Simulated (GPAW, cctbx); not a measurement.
# How far are the atoms of NaLi3Cl4 from free atoms?

Question: by how much does bonding change the structure factors of NaLi3Cl4?

The cell is our own: ordered rocksalt alloy in the eight-atom cube, 3 of 4 Na sites given to Li. All numbers below are calculated.

## 1. Find the equilibrium geometry

The density hangs on the geometry, so cell and atoms are relaxed first, with the symmetry held. The cutoff is set higher than for the density because stress converges slowly with plane waves.

Settings: GPAW 26.7.0, PBE, 650 eV, 4×4×4 k-points, Fermi–Dirac width 0.02 eV, BFGS to 0.02 eV/Å.

```text
cell
1.0
     5.287500000    0.000000000    0.000000000
     0.000000000    5.287500000    0.000000000
     0.000000000    0.000000000    5.287500000
Li Cl Na
3 4 1
Direct
0.000000000 0.000000000 0.500000000
0.000000000 0.500000000 0.000000000
0.500000000 0.000000000 0.000000000
0.500000000 0.000000000 0.500000000
0.500000000 0.500000000 0.000000000
0.000000000 0.000000000 0.000000000
0.000000000 0.500000000 0.500000000
0.500000000 0.500000000 0.500000000
```

```console
$ OMP_NUM_THREADS=1 mpirun -n 4 gpaw python run.py > gpaw.log
```

```text
BFGS:    0      -28.577330        0.065861
BFGS:    1      -28.577513        0.063830
BFGS:    2      -28.582112        0.024449
BFGS:    3      -28.583191        0.000110
cell  5.3199 5.3199 5.3199  90.00 90.00 90.00
volume 150.559 A^3, largest force 0.000 eV/A, largest stress 0.00 GPa
```

After 3 steps the volume has changed by +1.8 % and the energy by -0.006 eV; the largest stress left is 0.00 GPa. It took 53 s on 4 cores of Arm Neoverse N1 (shared host), peak memory 0.88 GiB.

Relaxed structure: Pm-3m (no. 221), a = 5.3199 Å, b = 5.3199 Å, c = 5.3199 Å, α = 90.00°, β = 90.00°, γ = 90.00°.

| atom | mult. | x | y | z |
| --- | --- | --- | --- | --- |
| Cl1 | 3 | 1/2 | 0 | 1/2 |
| Cl2 | 1 | 0 | 0 | 0 |
| Na1 | 1 | 1/2 | 1/2 | 1/2 |
| Li1 | 3 | 0 | 0 | 1/2 |

## 2. The all-electron density

X-rays see the whole electron density, so the PAW density is rebuilt with its core regions. Subtracting spherical free atoms from the same code cancels the cores and leaves the deformation density Δρ, the part due to bonding.

Settings: PBE, 600 eV, 4×4×4 k-points, Fermi–Dirac width 0.02 eV; primitive cell of 8 atoms.

```console
$ OMP_NUM_THREADS=1 mpirun -n 4 gpaw python run.py > gpaw.log
```

```text
|iter:   1|       0s |  -28.596717 | -0.78 |       |
|iter:   2|       2s |  -28.581562 | -2.54 | -1.28 |
|iter:   3|       3s |  -28.554801 | -2.24 | -1.32 |
...
|iter:   6|       7s |  -28.574668c| -5.60 | -3.18 |
|iter:   7|       8s |  -28.574682c| -6.32 | -3.55 |
|iter:   8|       9s |  -28.574682c| -7.80c| -4.78c|
```

```text
grid (64, 64, 64)  electrons 88.000  moved by bonding 1.053 e
deformation density beyond 0.5 A of the nuclei: max 0.059, min -0.022 e/A^3
atom        x       y       z   Voronoi charge  moment
Cl1    0.5000  0.0000  0.5000     -0.202       0.00
Cl2    0.5000  0.5000  0.0000     -0.202       0.00
Cl3    0.0000  0.0000  0.0000     -0.178       0.00
Cl4    0.0000  0.5000  0.5000     -0.202       0.00
Na5    0.5000  0.5000  0.5000      0.226       0.00
Li6    0.0000  0.0000  0.5000      0.185       0.00
Li7    0.0000  0.5000  0.0000      0.185       0.00
Li8    0.5000  0.0000  0.0000      0.185       0.00
mean inner potential of superposed free atoms 10.941 V
total magnetic moment 0.000 muB
```

Deformation density in a plane through the shortest contact of the Cl atom at the origin, in 0.01 e/Å³ (clipped at ±99); x from -1.6 to 4.3 Å, y from 2.4 down to -2.4 Å:

```text
  3   1  -1   0   .   .  -1   0   3   4   .   .   0   4   3   0
  2   0  -1  -1   0  -1  -1  -1   1   3   5   5   4   3   1  -1
  0  -1  -1   0   0   0  -1  -1   0   1   3   4   3   1  -1  -1
 -1  -1   0   2   3   2   1  -1  -1  -1   0   1   0  -1  -1  -1
 -1   0   2   4   4   4   3   1  -1  -2  -2  -1  -2  -2  -1   1
 -1   2   5   2   .   1   5   3   0  -2  -1   .  -1  -2   0   3
  0   3   6   .   .   .   6   4   0  -1   .   .   .  -1   1   4
 -1   2   5   2   .   1   5   3   0  -2  -1   .  -1  -2   0   3
 -1   0   2   4   4   4   3   1  -1  -2  -2  -1  -2  -2  -1   1
 -1  -1   0   2   3   2   1  -1  -1  -1   0   1   0  -1  -1  -1
  0  -1  -1   0   0   0  -1  -1   0   1   3   4   3   1  -1  -1
  2   0  -1  -1   0  -1  -1  -1   1   3   5   5   4   3   1  -1
  3   1  -1   0   .   .  -1   0   3   4   .   .   0   4   3   0
```

Atoms in or within 0.15 Å of the plane: Cl (0.0, 0.0), Na (2.7, 0.0) Å. Dots mark points within about 0.45 Å of a nucleus; large values next to them are atomic features.

Cl gains most (-0.20 e) and Na loses most (+0.23 e), in averages over each element's sites, as electronegativity suggests. Such charges fall far short of formal ones, since overlapping free atoms already put density on their neighbours. Along the shortest contact from the Cl atom at the map's origin, Cl–Na at 2.66 Å, Δρ is +0.02 e/Å³ at the midpoint and highest, +0.06, 0.85 Å from Cl (points within 0.5 Å of a nucleus left out): little piles up between the atoms, as in an ionic contact (the run has a band gap). At the midpoints of other shortest contacts it is +0.02 (Cl–Li, 2.66 Å) e/Å³. Point values carry grid noise of about 0.01 e/Å³. The run needed 8 iterations, 27 s.

## 3. From the density to structure factors

The Fourier components of Δρ, added to those of the free atoms, give the static X-ray structure factors; the Mott–Bethe relation turns them into the Fourier components V of the potential that fast electrons feel.

```text
static structure factors of the conventional cell: F in electrons, V (Mott-Bethe) in volts
   h  k  l      d  |F| table  |F| free   |F| DFT   change   |V| free  |V| DFT  change %
   0  1  0  5.3199     7.588     7.601     7.600   -0.001     0.344    0.345      0.3
   0  1  1  3.7617     7.273     7.279     7.253   -0.026     0.311    0.322      3.6
   1  1  1  3.0714    38.275    38.335    38.936    0.601     2.776    2.603     -6.2
   0  2  0  2.6599    63.265    63.282    63.736    0.455     5.324    5.226     -1.8
   0  2  1  2.3791     6.481     6.451     6.457    0.006     0.267    0.266     -0.4
   1  2  1  2.1718     6.241     6.208     6.201   -0.007     0.257    0.258      0.4
   0  2  2  1.8809    53.233    53.255    53.108   -0.147     3.742    3.758      0.4
   1  2  2  1.7733     5.596     5.565     5.574    0.009     0.233    0.232     -0.4
   0  3  0  1.7733     5.596     5.565     5.616    0.051     0.233    0.228     -2.1
   0  3  1  1.6823     5.405     5.376     5.409    0.033     0.226    0.223     -1.3
   1  3  1  1.6040    26.310    26.448    26.257   -0.191     1.688    1.703      0.9
   2  2  2  1.5357    47.419    47.429    47.197   -0.232     2.913    2.930      0.6
   0  3  2  1.4755     4.893     4.872     4.905    0.033     0.207    0.205     -1.0
   1  3  2  1.4218     4.741     4.723     4.744    0.021     0.202    0.200     -0.6
```

The largest X-ray change is +0.60 e on 111, 1.6 % of |F|. For electrons V goes as (Z − F)/g², so a change of F counts against Z − F, which is small at low angle and wherever the atoms' terms cancel: |V| of 111 moves by -6.2 % (2.78 to 2.60 V) against +1.6 % in |F|. The last three rows still change by up to 0.23 e; the table stops while the angles are still low. The tabulated Hartree–Fock atoms differ from the free DFT atoms by up to 0.14 e, so the choice of reference atom matters too.

## 4. Answer

Bonding moves 1.05 e in the primitive cell of NaLi3Cl4 and changes the structure factors of the conventional cell in the table above by at most 0.60 e (111, 1.6 %). The shortest bond, Cl–Na, has Δρ = +0.02 e/Å³ at its midpoint, which with the charge transfer marks a mainly ionic contact. Limits: static density, frozen cores, no spin–orbit coupling.

[Outputs are excerpts: Python notices, other lines and further rows are left out; steps that failed or that the build refused (PBEsol, TPSS) are not shown.]

[Logs are printed without paths, hosts, clocks, repeated set-up lines and the standing remarks that a program may print on its own settings, such as how far it seeks lower states.]
